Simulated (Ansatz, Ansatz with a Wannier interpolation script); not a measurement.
# G0W0 band structure of AlH3 (R-3c)

Aim: the G0W0 bands of AlH3 (R-3c) along the symmetry lines, with the gap off the mesh.

Method: LDA, Wannier functions and G0W0, plane waves, PAW, in Ansatz 0.2.0.

## (1) The structure

The structure is trigonal, space group R-3c (No. 167). The conventional cell has a = 4.449 Å, b = 4.449 Å, c = 11.804 Å, α = 90.00°, β = 90.00°, γ = 120.00°. Al has 6 H at 1.72 Å nearest. Nearest to H lie 2 Al at 1.72 Å. Farther neighbours are not listed.

The cell and positions come from the Crystallography Open Database and are kept as given unless a step says otherwise. The default PAW set here is soft_2. Its files were made with PBE.

## (2) LDA bands

Levels along a band path, at the cheap level, show where the edges lie and whether the meshes to come will hold them.

This step: DFT, LDA, plane waves, PAW.

The input, input.yaml:

```yaml
crystal:
  lattice:
    - [2.22465, 1.2844022764, 3.9345666667]
    - [-2.22465, 1.2844022764, 3.9345666667]
    - [0.0, -2.5688045527, 3.9345666667]
  atoms:
    - { symbol: Al, position: [0.0, 0.0, 0.0] }
    - { symbol: Al, position: [0.5, 0.5, 0.5] }
    - { symbol: H, position: [0.878, 0.622, 0.25] }
    - { symbol: H, position: [0.25, 0.878, 0.622] }
    - { symbol: H, position: [0.622, 0.25, 0.878] }
    - { symbol: H, position: [0.122, 0.378, 0.75] }
    - { symbol: H, position: [0.75, 0.122, 0.378] }
    - { symbol: H, position: [0.378, 0.75, 0.122] }
kpoints:
  mp_grid: { grid: [4, 4, 4] }
  band_path:
    path:
      - [[0.0, 0.0, 0.0], [0.5, 0.5, 0.5], [0.76229103, 0.23770897, 0.5]]
      - [[0.5, -0.23770897, 0.23770897], [0.5, 0.0, 0.0], [0.0, 0.0, 0.0], [0.36885449, -0.36885449, 0.0]]
      - [[0.63114551, 0.0, 0.36885449], [0.5, 0.0, 0.5], [0.0, 0.0, 0.0]]
    npoints: 10
hamiltonian:
  xc: lda
scf:
  occupations: { method: fermi_dirac, width: 0.02 }
  n_extra_bands: 35
output:
  eigenvalues: true
  fatbands: true
  write_density: true
  write_potential: true
  elf: true
  volumetric_format: npy
```

The run is started by

```
ansatz run input.yaml --threads 3 --pin off --max-ram 92160MiB --backend cuda --events-out ev --progress --plain --runs-dir out --devices 1 --max-vram 13GiB
```

Numbers of over 12 decimals in the logs are rounded to 6 here.

The program printed:

```text
scf.n_extra_bands = 35 over 6 filled bands (N_el = 12.0): the run solves 41 bands
GPUs: using 1 of 1 available (devices: 1).
Engine: ansatz 0.2.0, x86_64-unknown-linux-gnu
Pseudopotentials: kind: paw
Pseudopotential: Al, paw, valence charge 3, recommended cutoff 420 eV (normal), Al.paw.azcp
Pseudopotential: H, paw, valence charge 1, recommended cutoff 420 eV (normal), H.paw.azcp
Functional definition: SPW92
  exchange = slater_x
  correlation = pw_c
device memory: the entry about to start is reckoned to put 2.2 GiB on a device that reports 36.9 GiB free (of which the cap on the GPU budget leaves the run 13.0 GiB)
GPU FFT provider: cuFFT
GPU libraries: cuBLAS 13.8.2, cuFFT 12.4.0, cuSOLVER 12.3.4
Crystal: 8 atoms, lattice volume = 67.454 Å³
Basis set: ecut = 420 eV, 1309 PW (Γ)
Bands: 41, of which v1, the nominal top of the filled ones, is band 6 counted from 1 (5 counted from 0)
Symmetry: 12 space group operations
Space group: R-3c (ITA 167), of the structure as read, at distance tolerance 4.1e-5 Å
k-points: 13 of 64
Non-local potential: Al, projectors of the file, l = 0: 2, l = 1: 2, l = 2: 1
Non-local potential: H, projectors of the file, l = 0: 2, l = 1: 1
PAW form: soft (Blöchl's): semilocal exchange-correlation on the pseudo side does not see the compensation charge
PAW frozen core: Al, regenerated for the run's functional, and the local potential with it (the file was generated under x = pbe(κ = 0.804, μ = 0.219515), c = pbe(β = 0.066725))
PAW one-centre angular grid: Al, 110 points (default); XC on 64 Gauss nodes
PAW one-centre angular grid: H, 110 points (default); XC on 64 Gauss nodes
Initial density: superposition of atomic densities (neutral atoms: chi_scale 0, normalization atom), corrected by the library's trained network
Initial wavefunctions: pseudopotential atomic-orbital guess
GPU buffer pool allocated for 32768 grid points (all kernels)
GPU transforms: local potential and band sums: pruned to the plane-wave sphere, on 32×32×32
Functional: x = slater, c = lda
SCF iter   1: F=—  HF=-1119.660956 eV  |F-HF|=—  |Δ(HF+E_count)|=         —  Δρ=1.25e-2  dr2=7.07e-2  ethr=1.77e-3  ⟨swp⟩=5.3  Hψ=2581  notcnv=0  defer=119
preconditioner: auto → none  [insulator: Δε(μ)=1.819 eV  Ē_g=22.609 eV  σ=0.020 eV  W_gap=1.00  n_scr=14 (ndim 8)  ℏωp=15.7 eV  f_vac=0.000  D(μ)=0.00/eV (n_scr^D=0)  ε∞_Penn≈1.5]
SCF iter   2: F=—  HF=-1119.636019 eV  |F-HF|=—  |Δ(HF+E_count)|=   2.49e-2  Δρ=4.08e-3  dr2=7.48e-3  ethr=5.89e-4  ⟨swp⟩=1.2  Hψ=640  notcnv=0  defer=227
SCF iter   3: F=—  HF=-1119.633206 eV  |F-HF|=—  |Δ(HF+E_count)|=   2.81e-3  Δρ=1.67e-4  dr2=1.79e-5  ethr=6.23e-5  ⟨swp⟩=3.0  Hψ=327  notcnv=0  defer=367
SCF iter   4: F=—  HF=-1119.633211 eV  |F-HF|=—  |Δ(HF+E_count)|=   5.02e-6  Δρ=2.96e-5  dr2=2.56e-7  ethr=1.50e-7  ⟨swp⟩=2.0  Hψ=243  notcnv=0  defer=367
iter 5 did not close the SCF: its close was put off for the readings that it lacked (scf_convergence_deferred on its scf_iter line)
SCF iter   5: F=-1119.633212 eV  HF=-1119.633212 eV  |F-HF|=5.36e-10  |Δ(HF+E_count)|=   5.64e-8  Δρ=2.27e-6  dr2=2.25e-9  ethr=2.13e-9  ⟨swp⟩=2.0  Hψ=244  notcnv=0  defer=367
SCF iter   6: F=-1119.633212 eV  HF=-1119.633212 eV  |F-HF|=9.09e-13  |Δ(HF+E_count)|=  5.24e-10  Δρ=1.09e-7  dr2=5.31e-12  ethr=1.87e-11  ⟨swp⟩=8.4  Hψ=3284  notcnv=0
SCF 1 converged in 6 iterations: F = -1119.633212 eV  dr2 = 5.31e-12
[...]
device memory: the entry about to start is reckoned to put 3.1 GiB on a device that reports 37.8 GiB free (of which the cap on the GPU budget leaves the run 13.0 GiB)
NSCF: frozen V_eff on 73 k-points, pencils in batches of 32, up to order 184
SCF converged after 6 iterations
Free energy (F): -1119.633212 eV
Harris-Foulkes:  -1119.633212 eV  (|F-HF|=9.09e-13)
Internal energy: -1119.633212 eV  (E = F + TS)
E sigma→0 (E₀):  -1119.633212 eV
Fermi energy:    2.035230 eV
--- Per-component energies (eV) ---
  E_band       = -26.370643
  E_kinetic    = 130.287235
  E_local      = -91.371060  (includes V_loc(G=0)·N_el)
  E_nonlocal   = 29.127442
  E_hartree    = 22.799400
  E_xc         = -132.074293
  E_vxc        = -128.402118  (∫ρ·V_xc dr)
  E_paw        = -889.346250  (= ΣΔE_a)
  E_vpaw       = -11.603580  (= ΣTr[D̂ρ^β])
  E_aug_tail   = -0.007369  (compensation charges beyond the density's cutoff)
  E_ewald      = -189.159750
  E_core_change = 0.111433  (= ΣΔE_core)
  E_smearing   = -0.000000  (= −TS)
  E_closure    = 0.000000  (closes the sum)
  Σ components = -1119.633212   (vs F -1119.633212, Δ=0.00e0)
--- Band table (eV; the first three rows and the last of 13) ---
  k-point 0: bands = [... 2 lower, -0.7450, -0.7450, 0.9856, 0.9856, 2.9986, 6.6506, 6.7334, 6.7334, ... 31 higher]
  k-point 1: bands = [... 2 lower, -1.1473, -0.8346, 0.2945, 0.5465, 4.0613, 5.8269, 6.7124, 7.2199, ... 31 higher]
  k-point 2: bands = [... 2 lower, -0.6921, -0.6921, -0.3537, -0.3537, 4.7160, 4.7160, 8.4512, 8.4512, ... 31 higher]
  k-point 12: bands = [... 2 lower, -0.2340, -0.2340, -0.2340, -0.2340, 5.5886, 5.5886, 9.2020, 9.2020, ... 31 higher]
```

Wall time 5.2 s (1 × NVIDIA H100 80GB HBM3 (shared by 6 runs) with 3 threads of AMD EPYC 7R13 (Zen 3), shared host); peak memory 0.92 GiB; 6.5 s of CPU time.

Reading the cycles: dr2 is the Hartree energy of the density residual (eV), the measure of convergence; HF is the Harris–Foulkes estimate of the energy, which meets the free energy F at convergence.

This step gave:

* filled bands: 6
* gap: 1.948 eV
* valence top at: k = (0.579, 0.000, 0.421)
* conduction bottom at: Γ
* least direct gap: 2.013 eV

The gap is indirect, with the least direct gap 0.07 eV higher.

Electrostatic potential energy in the ac plane of the conventional cell at fractional y = 0.000, with atoms of Al and H within 0.2 Å of it. With pseudopotentials it is smooth inside the atoms' cores, unlike the true potential.

Ten even steps from '_' (-20 eV) to '@' (7 eV), each cell a mean:
```
==::::**##%%@@@@@@@@##==..--
--==**==__::%%@@@@@@%%##++--
%%%%%%**--++%%%%@@@@@@@@%%%%
@@@@@@@@%%%%%%%%%%@@@@@@@@@@
@@@@@@@@@@%%%%%%####@@@@@@@@
@@@@@@@@@@@@%%**____**@@@@@@
@@@@@@@@@@@@%%##--::##@@@@@@
@@@@@@@@@@%%%%%%%%%%@@@@@@@@
@@@@@@@@%%%%%%%%%%@@@@@@@@@@
######==__::%%@@@@@@@@%%%%##
::::==++::++%%@@@@@@%%**--::
**--..**%%@@@@@@@@@@##--..++
==::::**%%@@@@@@@@%%##==..--
--==**%%@@@@@@@@**__..**++--
%%%%@@@@@@@@%%%%##--==%%%%%%
@@@@@@@@@@%%%%%%%%%%@@@@@@@@
@@@@@@@@%%##%%%%%%@@@@@@@@@@
@@@@@@%%::__--%%@@@@@@@@@@@@
@@@@@@@@++::++%%%%@@@@@@@@@@
@@@@@@@@@@%%%%%%%%@@@@@@@@@@
@@@@@@@@@@%%%%%%%%%%%%@@@@@@
####%%@@@@@@@@%%**__..######
::::++##@@@@@@@@##----++--::
**--..**%%@@@@@@@@%%##--..++
```
Columns run along a (4.4 Å; values clipped at the 3rd and 97th percentile), rows up along c (11.8 Å), edges of the conventional cell, whose origin can differ from the input's. Atoms in or near the plane, at fractional coordinates: Al at (0.00, 0.50), Al at (0.00, 0.00), H at (0.63, 0.75), H at (0.67, 0.08), H at (0.71, 0.42), H at (0.37, 0.25), H at (0.33, 0.92), H at (0.29, 0.58).

Valence density in the ac plane of the conventional cell at fractional y = 0.000, with atoms of Al and H within 0.2 Å of it. It is the smooth field of the valence electrons, not physical close to the nuclei.

Ten even steps from '_' (0.0 e/Å³) to '@' (1.4 e/Å³), each cell a mean:
```
____..::::..__________..____
__..::++%%++..________......
____..--++==..______________
________......______________
____________....::::..______
____________..--%%%%--______
____________..--**++::______
______________......________
______..::....______________
__..::==%%++::______________
__..::==**--..________....__
____......____________..____
____..__________..::::::..__
__....________..--####--....
______________..::++==::..__
________________......______
________..::::..____________
______..++@@**::..__________
______..==##==::____________
________........____________
________________..::....____
______________..--##**--..__
__....__________::++++--..__
______..__________......____
```
Columns run along a (4.4 Å), rows up along c (11.8 Å), edges of the conventional cell, whose origin can differ from the input's. Atoms in or near the plane, at fractional coordinates: Al at (0.00, 0.50), Al at (0.00, 0.00), H at (0.63, 0.75), H at (0.67, 0.08), H at (0.71, 0.42), H at (0.37, 0.25), H at (0.33, 0.92), H at (0.29, 0.58).

## (3) Wannier functions (Al:3s Al:3p H:1s) on 8×8×8

Localised functions give a small Hamiltonian that interpolates between mesh points at no cost.

This step: maximally localised Wannier functions, LDA, plane waves, PAW.

input.yaml, the sections that differ from step 2:

```yaml
kpoints:
  mp_grid: { grid: [4, 4, 4] }
scf:
  occupations: { method: fixed }
  n_extra_bands: 35
output:
  wannier:
    kmesh: [8, 8, 8]
    projections:
      - { species: Al, l: s, shell: 3 }
      - { species: Al, l: p, shell: 3 }
      - { species: H, l: s, shell: 1 }
    minimise: true
    write_hr: true
    seedname: w
    conv_tol: 1.0e-07
    max_iter: 4000
    disentanglement:
      window: [-7.94, 21.75]
      frozen_window: [-7.94, 6.0]
      conv_tol: 1.0e-08
# crystal, hamiltonian: as in step 2
```

The program printed:

```text
[...]
GPUs: using 1 of 1 available (devices: 1).
[...]
GPU FFT provider: cuFFT
GPU libraries: cuBLAS 13.8.2, cuFFT 12.4.0, cuSOLVER 12.3.4
Crystal: 8 atoms, lattice volume = 67.454 Å³
Basis set: ecut = 420 eV, 1309 PW (Γ)
Bands: 41, of which v1, the nominal top of the filled ones, is band 6 counted from 1 (5 counted from 0)
Symmetry: 12 space group operations
[...]
k-points: 13 of 64
[...]
GPU buffer pool allocated for 32768 grid points (all kernels)
[...]
SCF iter   1: F=—  HF=-1119.660959 eV  |F-HF|=—  |Δ(HF+E_count)|=         —  Δρ=1.25e-2  dr2=7.02e-2  ethr=1.77e-3  ⟨swp⟩=4.0  Hψ=1982  notcnv=0  defer=355
[...]
SCF iter   6: F=-1119.633212 eV  HF=-1119.633212 eV  |F-HF|=4.55e-13  |Δ(HF+E_count)|=  7.06e-10  Δρ=8.03e-8  dr2=2.44e-12  ethr=1.48e-11  ⟨swp⟩=9.6  Hψ=3943  notcnv=0
SCF 1 converged in 6 iterations: F = -1119.633212 eV  dr2 = 2.44e-12
[...]
NSCF: frozen V_eff on 13 k-points
the band table was solved once the SCF had ended and its energy, with any forces and stress, was formed, with the checks that follow a solve (2113 applications of the Hamiltonian). They found nothing against the state; the energy, forces and stress were not computed again (output.eigenvalues in the input reference)
[...]
NSCF: frozen V_eff on 68 k-points, pencils in batches of 32, up to order 164
the Wannier pass solved 68 of the 512 points of its mesh, and has the states at the others by symmetry: states obtained by the crystal's operations at points that were solved too leave a residual of 1.67e-13 eV (read by the count's bands and the next), within 8.33e-6 eV
SCF converged after 6 iterations
Free energy (F): -1119.633212 eV
[...]
Internal energy: -1119.633212 eV  (E = F + TS)
E sigma→0 (E₀):  -1119.633212 eV
Fermi energy:    1.034421 eV
[...]
--- Band table (eV; the first three rows and the last of 13) ---
  k-point 0: bands = [... 2 lower, -0.7450, -0.7450, 0.9856, 0.9856, 2.9986, 6.6506, 6.7334, 6.7334, ... 31 higher]
  k-point 1: bands = [... 2 lower, -1.1473, -0.8346, 0.2945, 0.5465, 4.0613, 5.8269, 6.7124, 7.2199, ... 31 higher]
  k-point 2: bands = [... 2 lower, -0.6921, -0.6921, -0.3537, -0.3537, 4.7160, 4.7160, 8.4512, 8.4512, ... 31 higher]
  k-point 12: bands = [... 2 lower, -0.2340, -0.2340, -0.2340, -0.2340, 5.5886, 5.5886, 9.2020, 9.2020, ... 31 higher]
Wannier search: line search 1 of at most 4000: gauge-dependent spread (as the search counts it) 8.9696123 Å², largest recent change 4.4e0 Å² and fall left 1.8e-2 Å² against conv_tol 1.0e-7 Å², 0 stops escaped
WARN: <dir> 56 periodic images of 56 elements of H(R) lie 4.88e-4 to 1.95e-3 Å beyond their element's nearest image, near the 9.77e-4 Å window within which an element is shared among its images; whether they share it moves the interpolated H(k) by 2.3e-3 eV (Frobenius norm, root mean square over the Brillouin zone); at the model's own mesh points H(k) does not change
```

Wall time 18 s (1 × NVIDIA H100 80GB HBM3 (shared by 6 runs) with 3 threads); peak memory 1.1 GiB; 17 s of CPU time.

Numbers from this step:

```yaml
gauge_invariant_spread: 25.69 Å²
diagonal_spread: 0.04329 Å²
off_diagonal_spread: 5.802 Å²
total_spread: 31.53 Å²
least_projectability: 0.4213
localisation_steps: 59
disentanglement_steps: 546
r_m_s_interpolation_error: 0.002573 eV
r_m_s_error_near_the_gap: 0.003260 eV
```

Near the gap the model misses directly solved bands by 3.3 meV r.m.s. and by 16 meV at most in the window tested. This tests the starting bands, not the corrections carried with them.

Wannier functions, by row:

| function | x (Å) | y (Å) | z (Å) | spread (Å²) | nearest atom | distance (Å) |
| --- | --- | --- | --- | --- | --- | --- |
| 1 | -0.412 | 0.219 | 0.04 | 3.166 | Al1 | 0.469 |
| 2 | 0.326 | 0.344 | 5.971 | 3.161 | Al2 | 0.479 |
| 3 | 0.214 | 0.073 | -0.745 | 2.447 | Al1 | 0.778 |
| 4 | 0.322 | 0.154 | 0.629 | 2.568 | Al1 | 0.723 |
| 5 | -0.135 | -0.455 | 0.069 | 3.161 | Al1 | 0.479 |
| 6 | 0.028 | -0.356 | 6.531 | 2.568 | Al2 | 0.723 |
| 7 | -0.396 | 0.247 | 5.942 | 3.166 | Al2 | 0.469 |
| 8 | 0.044 | -0.222 | 5.157 | 2.447 | Al2 | 0.778 |
| 9 | 0.679 | 1.285 | 6.888 | 1.491 | H3 | 0.11 |
| 10 | -1.451 | -0.058 | 6.889 | 1.458 | H4 | 0.106 |
| 11 | 0.773 | -1.228 | 6.887 | 1.476 | H5 | 0.108 |
| 12 | -0.675 | -1.284 | 4.921 | 1.458 | H6 | 0.106 |
| 13 | 1.451 | 0.054 | 4.921 | 1.491 | H7 | 0.11 |
| 14 | -0.774 | 1.229 | 4.92 | 1.476 | H8 | 0.108 |

Frozen up to 4.95 eV; above it the model need not follow the bands. Electronic bands along the path, in eV, zero at the valence-band top; v1 is the highest filled band, c1 the lowest empty one:

| point | v4 | v3 | v2 | v1 | c1 | c2 | c3 | c4 |
| --- | --- | --- | --- | --- | --- | --- | --- | --- |
| Γ | -1.80 | -1.80 | -0.07 | -0.07 | 1.95 | 5.68 | 5.68 | 6.86 |
| halfway | -1.71 | -1.71 | -0.52 | -0.52 | 3.51 | 5.90 | 6.37 | 6.37 |
| T | -1.28 | -1.28 | -1.28 | -1.28 | 4.54 | 4.54 | 8.75 | 8.75 |
| halfway | -2.90 | -2.90 | -0.63 | -0.63 | 5.49 | 5.49 | 7.76 | 7.76 |
| H2 | -4.04 | -4.04 | -0.72 | -0.72 | 5.85 | 5.85 | 8.56 | 8.56 |
| jump to H0 | -4.04 | -4.04 | -0.72 | -0.72 | 5.85 | 5.85 | 8.56 | 8.56 |
| halfway | -2.91 | -2.91 | -1.08 | -1.08 | 5.13 | 5.13 | 7.78 | 7.78 |
| L | -1.74 | -1.74 | -1.40 | -1.40 | 3.67 | 3.67 | 8.13 | 8.13 |
| halfway | -2.20 | -1.89 | -0.76 | -0.50 | 3.01 | 4.78 | 6.21 | 6.90 |
| Γ | -1.80 | -1.80 | -0.07 | -0.07 | 1.95 | 5.68 | 5.68 | 6.86 |
| halfway | -2.92 | -1.62 | -1.24 | -0.70 | 3.47 | 5.06 | 6.60 | 7.27 |
| S0 | -4.28 | -2.85 | -2.17 | -0.11 | 6.16 | 6.53 | 7.52 | 8.61 |
| jump to S2 | -4.28 | -2.85 | -2.17 | -0.11 | 6.16 | 6.53 | 7.52 | 8.61 |
| halfway | -4.44 | -3.14 | -2.67 | 0.00 | 5.71 | 7.15 | 8.00 | 9.29 |
| F | -3.75 | -3.24 | -3.11 | -0.07 | 5.73 | 7.60 | 7.65 | 9.69 |
| halfway | -2.69 | -2.58 | -1.96 | -0.02 | 4.13 | 6.34 | 6.75 | 7.03 |
| Γ | -1.80 | -1.80 | -0.07 | -0.07 | 1.95 | 5.68 | 5.68 | 6.86 |

The same for Kohn-Sham, solved directly:

| point | v4 | v3 | v2 | v1 | c1 | c2 | c3 | c4 |
| --- | --- | --- | --- | --- | --- | --- | --- | --- |
| Γ | -1.80 | -1.80 | -0.07 | -0.07 | 1.95 | 5.60 | 5.68 | 5.68 |
| T | -1.28 | -1.28 | -1.28 | -1.28 | 4.54 | 4.54 | 8.15 | 8.15 |
| H2 | -4.04 | -4.04 | -0.72 | -0.72 | 5.64 | 5.64 | 8.11 | 8.11 |
| H0 | -4.04 | -4.04 | -0.72 | -0.72 | 5.64 | 5.64 | 8.11 | 8.11 |
| L | -1.74 | -1.74 | -1.40 | -1.40 | 3.67 | 3.67 | 7.40 | 7.40 |
| Γ | -1.80 | -1.80 | -0.07 | -0.07 | 1.95 | 5.60 | 5.68 | 5.68 |
| S0 | -4.28 | -2.85 | -2.17 | -0.11 | 5.88 | 6.09 | 6.51 | 8.41 |
| S2 | -4.28 | -2.85 | -2.17 | -0.11 | 5.88 | 6.09 | 6.51 | 8.41 |
| F | -3.75 | -3.24 | -3.11 | -0.07 | 5.29 | 7.31 | 7.55 | 7.65 |
| Γ | -1.80 | -1.80 | -0.07 | -0.07 | 1.95 | 5.60 | 5.68 | 5.68 |

[end of part 1 of 2]

[Paths, hosts, dates, memory and timing lines, banners, echoed tables and standing remarks are left out of the program output.]

[Logs are printed without paths, hosts, clocks, repeated set-up lines and the standing remarks that a program may print on its own settings, such as how far it seeks lower states.]

[Runs of the session that timed out or met a known fault of the program may be left out.]

[Hosts, paths, dates, database ids (printed as entryN), source tags and the programs' standing remarks are cut or masked in the printed files.]
